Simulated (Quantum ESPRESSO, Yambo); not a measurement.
# WSe2 (P6_3/mmc): G0W0 in Yambo against the bands, part 2 of 2

Wanted: the cheapest bands that holds the gap of WSe2 (P6_3/mmc).

Yambo 5.3.0; PBE and many-body steps on it, plane waves. Known limits of the many-body steps: not at the basis limit; no spin-orbit coupling; coarse k mesh.

So far. Step 2 (83 bands): The gap on the mesh goes from 0.98 eV to 1.24 eV, a correction of +0.26 eV. Step 3 (107 bands): Against the run before, the gap moves by −0.046 eV.

The database entry behind the starting cell differs from later determinations by our own check (a about 0.2 % long), so it need not match the best structure at ambient conditions.

## Step 4: 153 bands

Level of this step: G0W0 on PBE, plane waves, norm-conserving pseudopotentials (Yambo).

The input, gw3.in:

```
HF_and_locXC
gw0
dyson
ppa
em1d
rim_cut
RandQpts= 1000000
RandGvec= 1 RL
EXXRLvcs= 104 Ry
VXCRLvcs= 416 Ry
Chimod= "HARTREE"
% BndsRnXp
 1 | 153 |
%
NGsBlkXp= 8.5 Ry
% LongDrXp
 1 | 1 | 1 |
%
% GbndRnge
 1 | 153 |
%
DysSolver= "n"
ExtendOut
PPAPntXp= 27.21138 eV
% QPkrange
 1 | 1 | 61 | 64 |
 5 | 5 | 61 | 64 |
 7 | 7 | 61 | 64 |
%
```

On the command line:

```sh
$ OMP_NUM_THREADS=2 mpirun -n 4 yambo -F gw3.in -J gw3 -C gw3 > gw3.log
```

The program printed:

```text
 Yambo, version 5.3.0

 [02] CORE Variables Setup
 =========================

  [... cell, symmetries and grids as in the set-up ...]

  [02.05] Energies & Occupations
  ==============================

  [X] === General ===
  [X] Electronic Temperature                        :  0.000000  0.000000 [eV K]
  [X] Bosonic    Temperature                        :  0.000000  0.000000 [eV K]
  [X] Finite Temperature mode                       : no
  [X] El. density                                   :  0.10199E+25 [cm-3]
[...]
QP @ state[ 2 ] b range                          :   61   64
   QP @ state[ 3 ] K range                          :   7   7
   QP @ state[ 3 ] b range                          :   61   64
   GF energies kind                                 : Perdew, Burke & Ernzerhof(X)+Perdew, Burke & Ernzerhof(C)
   GF WF`s kind                                     : Perdew, Burke & Ernzerhof(X)+Perdew, Burke & Ernzerhof(C)
   Xs energies kind                                 : Perdew, Burke & Ernzerhof(X)+Perdew, Burke & Ernzerhof(C)
   Xs WF`s kind                                     : Perdew, Burke & Ernzerhof(X)+Perdew, Burke & Ernzerhof(C)

 [11] Game Over & Game summary
```

It took 6.4 min on 4 MPI ranks of AMD EPYC 7R43, shared host; peak memory 6.5 GiB.

This step gave:

```yaml
g0w0_gap_on_the_points_computed: 1.186 eV
starting_gap_on_the_mesh: 0.9791 eV
k_of_the_valence_top: 0, 0, 0
k_of_the_conduction_bottom: 0.1667, 0.1667, 0
least_direct_g0w0_gap_on_the_computed_points: 2.040 eV
```

Against the run before, the gap moves by −0.005 eV.

## Step 5: 230 bands

gw4.in, as its differences from gw3.in of step 4:

```diff
@@ -12,3 +12,3 @@
 % BndsRnXp
- 1 | 153 |
+ 1 | 230 |
 %
@@ -19,3 +19,3 @@
 % GbndRnge
- 1 | 153 |
+ 1 | 230 |
 %
```

On the command line:

```sh
$ OMP_NUM_THREADS=2 mpirun -n 4 yambo -F gw4.in -J gw4 -C gw4 > gw4.log
```

The program printed:

```text
 Yambo, version 5.3.0

 [02] CORE Variables Setup
 =========================

  [... cell, symmetries and grids as in the set-up ...]

  [02.05] Energies & Occupations
  ==============================

  [X] === General ===
  [X] Electronic Temperature                        :  0.000000  0.000000 [eV K]
  [X] Bosonic    Temperature                        :  0.000000  0.000000 [eV K]
  [X] Finite Temperature mode                       : no
  [X] El. density                                   :  0.10199E+25 [cm-3]
[...]
QP @ state[ 2 ] b range                          :   61   64
   QP @ state[ 3 ] K range                          :   7   7
   QP @ state[ 3 ] b range                          :   61   64
   GF energies kind                                 : Perdew, Burke & Ernzerhof(X)+Perdew, Burke & Ernzerhof(C)
   GF WF`s kind                                     : Perdew, Burke & Ernzerhof(X)+Perdew, Burke & Ernzerhof(C)
   Xs energies kind                                 : Perdew, Burke & Ernzerhof(X)+Perdew, Burke & Ernzerhof(C)
   Xs WF`s kind                                     : Perdew, Burke & Ernzerhof(X)+Perdew, Burke & Ernzerhof(C)

 [11] Game Over & Game summary
```

Elapsed: 12 min, on 4 MPI ranks; peak memory 6.3 GiB; 77 min of CPU time.

Numbers from this step:

```yaml
g0w0_gap_on_the_points_computed: 1.203 eV
starting_gap_on_the_mesh: 0.9791 eV
k_of_the_valence_top: 0, 0, 0
k_of_the_conduction_bottom: 0.1667, 0.1667, 0
least_direct_g0w0_gap_on_the_computed_points: 2.013 eV
```

Against the run before, the gap moves by +0.017 eV.

## Step 6: 321 bands

gw5.in, as its differences from gw4.in of step 5:

```diff
@@ -12,3 +12,3 @@
 % BndsRnXp
- 1 | 230 |
+ 1 | 321 |
 %
@@ -19,3 +19,3 @@
 % GbndRnge
- 1 | 230 |
+ 1 | 321 |
 %
```

On the command line:

```sh
$ OMP_NUM_THREADS=2 mpirun -n 4 yambo -F gw5.in -J gw5 -C gw5 > gw5.log
```

The program printed:

```text
 Yambo, version 5.3.0

 [02] CORE Variables Setup
 =========================

  [... cell, symmetries and grids as in the set-up ...]

  [02.05] Energies & Occupations
  ==============================

  [X] === General ===
  [X] Electronic Temperature                        :  0.000000  0.000000 [eV K]
  [X] Bosonic    Temperature                        :  0.000000  0.000000 [eV K]
  [X] Finite Temperature mode                       : no
  [X] El. density                                   :  0.10199E+25 [cm-3]
[...]
QP @ state[ 2 ] b range                          :   61   64
   QP @ state[ 3 ] K range                          :   7   7
   QP @ state[ 3 ] b range                          :   61   64
   GF energies kind                                 : Perdew, Burke & Ernzerhof(X)+Perdew, Burke & Ernzerhof(C)
   GF WF`s kind                                     : Perdew, Burke & Ernzerhof(X)+Perdew, Burke & Ernzerhof(C)
   Xs energies kind                                 : Perdew, Burke & Ernzerhof(X)+Perdew, Burke & Ernzerhof(C)
   Xs WF`s kind                                     : Perdew, Burke & Ernzerhof(X)+Perdew, Burke & Ernzerhof(C)

 [11] Game Over & Game summary
```

Wall time 15 min (4 MPI ranks); peak memory 6.5 GiB.

This step gave:

| Quantity | Value |
| --- | --- |
| G0W0 gap on the points computed | 1.215 eV |
| starting gap on the mesh | 0.9791 eV |
| k of the valence top | 0, 0, 0 |
| k of the conduction bottom | 0.1667, 0.1667, 0 |
| least direct G0W0 gap on the computed points | 1.997 eV |

Against the run before, the gap moves by +0.012 eV.

## Step 7: Side by side

Times are wall times on 4 MPI ranks of AMD EPYC 7R43, shared host, good to a factor of about two.

```tsv
run	mesh	bands	screening cutoff (eV)	DFT gap (eV)	gap on the mesh (eV)	direct (eV)	time
83 bands	6×6×1	83	115.6	0.979	1.237	2.109	2.7 min
107 bands	6×6×1	107	115.6	0.979	1.191	2.071	3.7 min
153 bands	6×6×1	153	115.6	0.979	1.186	2.040	6.4 min
230 bands	6×6×1	230	115.6	0.979	1.203	2.013	12 min
321 bands	6×6×1	321	115.6	0.979	1.215	1.997	15 min
```

## Step 8: What came out

| Quantity | Value |
| --- | --- |
| 83 bands | 1.237 eV |
| 107 bands | 1.191 eV |
| 153 bands | 1.186 eV |
| 230 bands | 1.203 eV |
| 321 bands | 1.215 eV |
| known limits | not at the basis limit; no spin-orbit coupling; coarse k mesh |

In words: The setting moved: bands. From 83 bands to 321 bands the gap moves by −0.02 eV, for 5.6 times the time, not steadily: it passes through 1.19 eV. The last step still moves it by +0.012 eV. Bands and screening cutoff are coupled, so a series along one setting does not show full convergence. Bands and cutoff are finite, so the gap is not at the basis limit. The miss can reach some tenths of an eV and take either sign; the mesh is an error of its own. In the G0W0 runs levels were corrected at 3 k points alone, so a gap called «on the mesh» is the least over those, and an edge elsewhere would be missed. The 6×6×1 mesh is coarse for this cell, which bears on the long-range parts of exchange and screening. The many-body steps are scalar-relativistic: spin-orbit coupling is not in them.

[Paths, hosts, dates, memory and timing lines, banners, echoed tables and standing remarks are left out of the program output.]

[Logs are printed without paths, hosts, clocks, repeated set-up lines and the standing remarks that a program may print on its own settings, such as how far it seeks lower states.]

[Runs of the session that timed out or met a known fault of the program may be left out.]

[Hosts, paths, dates, database ids (printed as entryN), source tags and the programs' standing remarks are cut or masked in the printed files.]
